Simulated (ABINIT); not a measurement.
# Be3N2 (R3m): G0W0 with ABINIT, start to end, part 3 of 3

Wanted: ground state, empty states, screening and self-energy for Be3N2 (R3m).

ABINIT 10.8.3; PBEsol and many-body steps on it, plane waves. Known limits of the many-body steps: not at the basis limit.

So far. Step 4 (Empty states on the mesh, 4×4×4 mesh, 91 bands): On this mesh the gap is 2.674 eV. Step 5 (Screening, 4×4×4 mesh, 83 bands, screening to 130.6 eV): Local fields lower ε∞ by 8 %.

## Step 6: Self-energy, 4×4×4 mesh, 83 bands, screening to 130.6 eV

The self-energy is evaluated for the states that the input lists, and the levels follow from it, in one-shot runs by the linearised quasiparticle equation.

This step: G0W0 on PBEsol, plane waves, norm-conserving pseudopotentials.

File run.abi:

```
acell 3*1.0 Angstrom
rprim 
  1.419805055509 0.819724830995 4.866215662800
  -1.419805055509 0.819724830995 4.866215662800
  -0.000000000000 -1.639449661990 4.866215662800
ntypat 2
znucl 4 7
natom 5
typat 1 1 1 2 2
xred 
  0.859001080000 0.859001080000 0.859001080000
  0.317694560000 0.317694560000 0.317694560000
  0.088806770000 0.088806770000 0.088806770000
  0.204162680000 0.204162680000 0.204162680000
  0.708434910000 0.708434910000 0.708434910000
pp_dirpath "pseudos"
pseudos "Be.upf, N.upf"
ecut 38
ngkpt 4 4 4
nshiftk 1
shiftk 0 0 0
kptopt 1
chksymbreak 0
istwfk *1
occopt 1
irdwfk 1
optdriver 4
nband 83
gwcalctyp 0
ecutsigx 38
symsigma 1
nkptgw 13
kptgw 
  0.0000000000 0.0000000000 0.0000000000
  0.2500000000 0.0000000000 0.0000000000
  0.5000000000 0.0000000000 0.0000000000
  0.2500000000 0.2500000000 0.0000000000
  0.5000000000 0.2500000000 0.0000000000
  -0.2500000000 0.2500000000 0.0000000000
  0.5000000000 0.5000000000 0.0000000000
  0.2500000000 0.2500000000 0.2500000000
  0.5000000000 0.2500000000 0.2500000000
  -0.2500000000 0.2500000000 0.2500000000
  0.5000000000 0.5000000000 0.2500000000
  -0.2500000000 0.5000000000 0.2500000000
  0.5000000000 0.5000000000 0.5000000000
bdgw 
  6 15
  6 15
  6 15
  6 15
  6 15
  6 15
  6 15
  6 15
  6 15
  6 15
  6 15
  6 15
  6 15
ecuteps 4.8
irdscr 1
ppmodel 1
indata_prefix "in"
outdata_prefix "out"
tmpdata_prefix "tmp"
```

The run is started by

```console
$ OMP_NUM_THREADS=1 mpirun -n 4 abinit run.abi > log
```

Numbers of over 12 decimals in the logs are rounded to 6 here.

The program printed:

```text
.Version 10.8.3 of ABINIT. v10.8.2 released Aug 2026.

 Symmetries : space group R3 m (#160); Bravais hR (rhombohedral)
[... echo of the input left out ...]
== DATASET  1 ==================================================================
-   mpi_nproc: 4, omp_nthreads: 1 (-1 if OMP is not activated)

--- !DatasetInfo
iteration_state: {dtset: 1, }
dimensions: {natom: 5, nkpt: 13, mband: 83, nsppol: 1, nspinor: 1, nspden: 1, mpw: 2590, }
cutoff_energies: {ecut:  38.0, pawecutdg:  -1.0, }
electrons: {nelect:   2.20000000E+01, charge:   0.00000000E+00, occopt:   1.00000000E+00, tsmear:   1.00000000E-02, }

 SIGMA: Calculation of the GW corrections

 Based on a program developped by R.W. Godby, V. Olevano, G. Onida, and L. Reining.
 Incorporated in ABINIT by V. Olevano, G.-M. Rignanese, and M. Torrent.
.Using double precision arithmetic ; gwpc =  8

[... cell and pseudopotentials left out ...]
--------------------------------------------------------------------------------

 ==== K-mesh for the wavefunctions ====
 Number of points in the irreducible wedge :    13
[... list of points left out ...]
 Together with  6 symmetry operations and time-reversal symmetry
 yields    64 points in the full Brillouin Zone.

 ==== Q-mesh for screening function ====
 Number of points in the irreducible wedge :    13
[... list of points left out ...]
 Together with  6 symmetry operations and time-reversal symmetry
 yields    64 points in the full Brillouin Zone.

 vcoul_init : cutoff-mode = AUXILIARY_FUNCTION
 q-points for optical limit:   1
     1)      0.000010    0.000020    0.000030
 setmesh: FFT mesh size selected  =    54x   54x   54
          total number of points  =       157464

 Number of electrons calculated from density =   22.0000; Expected =   22.0000
 average of density, n =  0.095937
 r_s =    1.3551
 omega_plasma =   29.8778 [eV]

 === KS Band Gaps ===
  >>>> For spin  1
   Minimum direct gap =   3.7398 [eV], located at k-point      :   0.5000  0.5000  0.0000
   Fundamental gap    =   2.6736 [eV], Top of valence bands at :   0.0000  0.0000  0.0000
                                       Bottom of conduction at :   0.5000  0.5000  0.0000
 SIGMA fundamental parameters:
 PLASMON POLE MODEL  1
 number of plane-waves for SigmaX                 2557
 number of plane-waves for SigmaC and W            111
 number of plane-waves for wavefunctions          2557
 number of bands                                    83
 number of independent spin polarizations            1
 number of spinorial components                      1
 number of k-points in IBZ                          13
 number of q-points in IBZ                          13
 number of symmetry operations                       6
 number of k-points in BZ                           64
 number of q-points in BZ                           64
 number of frequencies for dSigma/dE                 9
 frequency step for dSigma/dE [eV]                0.25
 number of omega for Sigma on real axis              0
 max omega for Sigma on real axis  [eV]           0.00
 zcut for avoiding poles [eV]                     0.10

 EPSILON^-1 parameters (SCR file):
 dimension of the eps^-1 matrix on file            111
 dimension of the eps^-1 matrix used               111
 number of plane-waves for wavefunctions          2557
 number of bands                                    83
 number of q-points in IBZ                          13
 number of frequencies                               2
 number of real frequencies                          1
 number of imag frequencies                          1

 matrix elements of self-energy operator (all in [eV])

 Perturbative Calculation

--- !SelfEnergy_ee
iteration_state: {dtset: 1, }
kpoint     : [   0.000,    0.000,    0.000, ]
spin       : 1
KS_gap     :    5.970
QP_gap     :    7.551
Delta_QP_KS:    1.580
data: !SigmaeeData |
     Band     E0 <VxcDFT>   SigX SigC(E0)      Z dSigC/dE  Sig(E)    E-E0       E
        6  -1.888 -13.504 -19.630   4.436   0.782  -0.278 -14.826  -1.322  -3.210
        7   4.551 -16.911 -21.182   3.376   0.804  -0.243 -17.631  -0.720   3.831
        8   4.551 -16.911 -21.182   3.376   0.804  -0.243 -17.631  -0.720   3.831
        9   5.290 -17.185 -21.031   3.083   0.807  -0.240 -17.801  -0.616   4.674
       10   5.748 -17.506 -21.679   3.349   0.807  -0.239 -18.170  -0.664   5.083
       11   5.748 -17.506 -21.679   3.349   0.807  -0.239 -18.170  -0.664   5.083
       12  11.718 -13.833  -8.233  -4.486   0.822  -0.216 -12.917   0.916  12.634
       13  13.544 -13.000  -6.963  -4.703   0.831  -0.204 -11.892   1.108  14.651
       14  14.077 -11.867  -5.657  -4.775   0.838  -0.193 -10.665   1.202  15.279
       15  14.077 -11.867  -5.657  -4.775   0.838  -0.193 -10.665   1.202  15.279

--- !SelfEnergy_ee
iteration_state: {dtset: 1, }
kpoint     : [   0.250,    0.000,    0.000, ]
spin       : 1
KS_gap     :    7.742
QP_gap     :    9.492
Delta_QP_KS:    1.750
data: !SigmaeeData |
     Band     E0 <VxcDFT>   SigX SigC(E0)      Z dSigC/dE  Sig(E)    E-E0       E
[...]
--- !SelfEnergy_ee
iteration_state: {dtset: 1, }
kpoint     : [   0.500,    0.000,    0.000, ]
spin       : 1
KS_gap     :    7.523
QP_gap     :    9.389
Delta_QP_KS:    1.866
data: !SigmaeeData |
     Band     E0 <VxcDFT>   SigX SigC(E0)      Z dSigC/dE  Sig(E)    E-E0       E
[...]
--- !SelfEnergy_ee
iteration_state: {dtset: 1, }
kpoint     : [   0.250,    0.250,    0.000, ]
spin       : 1
KS_gap     :    6.685
QP_gap     :    8.423
Delta_QP_KS:    1.738
data: !SigmaeeData |
     Band     E0 <VxcDFT>   SigX SigC(E0)      Z dSigC/dE  Sig(E)    E-E0       E
[...]
--- !SelfEnergy_ee
iteration_state: {dtset: 1, }
kpoint     : [   0.500,    0.250,    0.000, ]
spin       : 1
KS_gap     :    7.039
QP_gap     :    8.794
Delta_QP_KS:    1.755
data: !SigmaeeData |
     Band     E0 <VxcDFT>   SigX SigC(E0)      Z dSigC/dE  Sig(E)    E-E0       E
[...]
--- !SelfEnergy_ee
iteration_state: {dtset: 1, }
kpoint     : [  -0.250,    0.250,    0.000, ]
spin       : 1
KS_gap     :    7.586
QP_gap     :    9.401
Delta_QP_KS:    1.816
data: !SigmaeeData |
     Band     E0 <VxcDFT>   SigX SigC(E0)      Z dSigC/dE  Sig(E)    E-E0       E
[...]
--- !SelfEnergy_ee
iteration_state: {dtset: 1, }
kpoint     : [   0.500,    0.500,    0.000, ]
spin       : 1
KS_gap     :    3.740
QP_gap     :    5.136
Delta_QP_KS:    1.396
data: !SigmaeeData |
     Band     E0 <VxcDFT>   SigX SigC(E0)      Z dSigC/dE  Sig(E)    E-E0       E
[...]
--- !SelfEnergy_ee
iteration_state: {dtset: 1, }
kpoint     : [   0.250,    0.250,    0.250, ]
spin       : 1
KS_gap     :    6.720
QP_gap     :    8.460
Delta_QP_KS:    1.740
data: !SigmaeeData |
     Band     E0 <VxcDFT>   SigX SigC(E0)      Z dSigC/dE  Sig(E)    E-E0       E
[...]
--- !SelfEnergy_ee
iteration_state: {dtset: 1, }
kpoint     : [   0.500,    0.250,    0.250, ]
spin       : 1
KS_gap     :    7.026
QP_gap     :    8.800
Delta_QP_KS:    1.774
data: !SigmaeeData |
     Band     E0 <VxcDFT>   SigX SigC(E0)      Z dSigC/dE  Sig(E)    E-E0       E
[...]
--- !SelfEnergy_ee
iteration_state: {dtset: 1, }
kpoint     : [  -0.250,    0.250,    0.250, ]
spin       : 1
KS_gap     :    5.479
QP_gap     :    7.123
Delta_QP_KS:    1.644
data: !SigmaeeData |
     Band     E0 <VxcDFT>   SigX SigC(E0)      Z dSigC/dE  Sig(E)    E-E0       E
[...]
--- !SelfEnergy_ee
iteration_state: {dtset: 1, }
kpoint     : [   0.500,    0.500,    0.250, ]
spin       : 1
KS_gap     :    6.150
QP_gap     :    7.826
Delta_QP_KS:    1.676
data: !SigmaeeData |
     Band     E0 <VxcDFT>   SigX SigC(E0)      Z dSigC/dE  Sig(E)    E-E0       E
[...]
--- !SelfEnergy_ee
iteration_state: {dtset: 1, }
kpoint     : [  -0.250,    0.500,    0.250, ]
spin       : 1
KS_gap     :    6.211
QP_gap     :    7.884
Delta_QP_KS:    1.673
data: !SigmaeeData |
     Band     E0 <VxcDFT>   SigX SigC(E0)      Z dSigC/dE  Sig(E)    E-E0       E
[...]
--- !SelfEnergy_ee
iteration_state: {dtset: 1, }
kpoint     : [   0.500,    0.500,    0.500, ]
spin       : 1
KS_gap     :    7.255
QP_gap     :    9.101
Delta_QP_KS:    1.846
data: !SigmaeeData |
     Band     E0 <VxcDFT>   SigX SigC(E0)      Z dSigC/dE  Sig(E)    E-E0       E
[...]
11   5.408 -17.160 -21.520   3.444   0.807  -0.240 -17.898  -0.738   4.670
       12  12.663 -14.209  -8.033  -4.821   0.818  -0.223 -13.101   1.108  13.771
       13  14.481 -14.363  -8.005  -4.889   0.813  -0.230 -13.168   1.194  15.676
       14  14.843 -12.229  -5.822  -4.892   0.834  -0.199 -10.966   1.264  16.107
       15  14.843 -12.229  -5.822  -4.892   0.834  -0.199 -10.966   1.264  16.107

 New Fermi energy :        2.610848E-01 Ha ,    7.104479E+00 eV

 === QP Band Gaps ===
  >>>> For spin  1
   Minimum direct gap =   5.1360 [eV], located at k-point      :   0.5000  0.5000  0.0000
   Fundamental gap    =   4.0424 [eV], Top of valence bands at :   0.0000  0.0000  0.0000
                                       Bottom of conduction at :   0.5000  0.5000  0.0000

== END DATASET(S) ==============================================================
================================================================================

 -outvars: echo values of variables after computation  --------
           etotal      0.0000000000E+00
            nband          83
             nkpt          13
          spgroup         160
 [... the other variables as echoed above ...]

 Calculation completed.
```

It took 1.8 min on 4 MPI ranks of Arm Neoverse V2, shared host; peak memory 2 GiB; 7.3 min of CPU time.

Numbers from this step:

```
G0W0 gap on the mesh                         : 4.043 eV
starting gap on the mesh                     : 2.674 eV
k of the valence top                         : 0, 0, 0
k of the conduction bottom                   : 0.5, 0.5, 0
Z at the valence top                         : 0.807
Z at the conduction bottom                   : 0.843
least direct G0W0 gap on the computed points : 5.136 eV
```

The gap on the mesh goes from 2.67 eV to 4.04 eV, a correction of +1.37 eV.

Limits: finite bands, cutoff and mesh. v1 is the top filled band, c1 the lowest empty one. Levels before and after the correction, in eV, zero at the valence-band top of each column:

```
           conduction bottom  valence top
Kohn-Sham               2.67         0.00
     G0W0               4.04         0.00
```

```
                    level  energy (eV)
Kohn-Sham            Γ v3       -0.458
Kohn-Sham         Γ v2-v1        0.000
Kohn-Sham            Γ c1        5.970
Kohn-Sham            Γ c2        7.796
Kohn-Sham            Γ c3        8.329
Kohn-Sham  (0.5 0.5 0) v3       -3.501
Kohn-Sham  (0.5 0.5 0) v2       -1.338
Kohn-Sham  (0.5 0.5 0) v1       -1.066
Kohn-Sham  (0.5 0.5 0) c1        2.674
Kohn-Sham  (0.5 0.5 0) c2        7.642
Kohn-Sham  (0.5 0.5 0) c3        8.822
     G0W0            Γ v3       -0.409
     G0W0         Γ v2-v1        0.000
     G0W0            Γ c1        7.551
     G0W0            Γ c2        9.568
     G0W0            Γ c3       10.196
     G0W0  (0.5 0.5 0) v3       -3.795
     G0W0  (0.5 0.5 0) v2       -1.471
     G0W0  (0.5 0.5 0) v1       -1.093
     G0W0  (0.5 0.5 0) c1        4.043
     G0W0  (0.5 0.5 0) c2        9.306
     G0W0  (0.5 0.5 0) c3       10.588
```

## Step 7: Where the time went

Times are wall times on 4 MPI ranks of Arm Neoverse V2, shared host, good to a factor of about two.

```
                          step     time  share  memory (GiB)
                  ground state     47 s   16 %          0.42
bands along the symmetry lines     18 s    6 %          0.34
      empty states on the mesh     57 s   20 %           1.7
                     screening     54 s   19 %           1.4
                   self-energy  1.8 min   38 %           2.0
```

## Step 8: What came out

```json
{
 "PBEsol gap": "2.67 eV, indirect",
 "G0W0 gap on the mesh": "4.04 eV",
 "GW settings": "4×4×4 mesh, 83 bands, screening to 130.6 eV, Godby-Needs plasmon pole",
 "known limits": "not at the basis limit"
}
```

In words: G0W0 moves the gap on the mesh from 2.67 eV to 4.04 eV (+1.37 eV), with Z of 0.81 and 0.84 at the edges. Local fields lower the RPA ε∞ on this mesh from 5.23 to 4.82. The dearest step here is «self-energy». Bands and cutoff are finite, so the gap is not at the basis limit. The miss can reach some tenths of an eV and take either sign; the mesh is an error of its own.

[Paths, hosts, dates, memory and timing lines, banners, echoed tables and standing remarks are left out of the program output.]

[Logs are printed without paths, hosts, clocks, repeated set-up lines and the standing remarks that a program may print on its own settings, such as how far it seeks lower states.]

[Runs of the session that timed out or met a known fault of the program may be left out.]

[Hosts, paths, dates, database ids (printed as entryN), source tags and the programs' standing remarks are cut or masked in the printed files.]

[G0W0 gaps are taken among the corrected bands and points alone; a level outside them can change the order at an edge.]

[Where Ansatz stands beside ABINIT at settings called matched, ABINIT's density can come from a denser mesh and the files from another edition; pairs whose starting gaps differed by over 0.03 eV were left out, so agreement reads better than it is.]
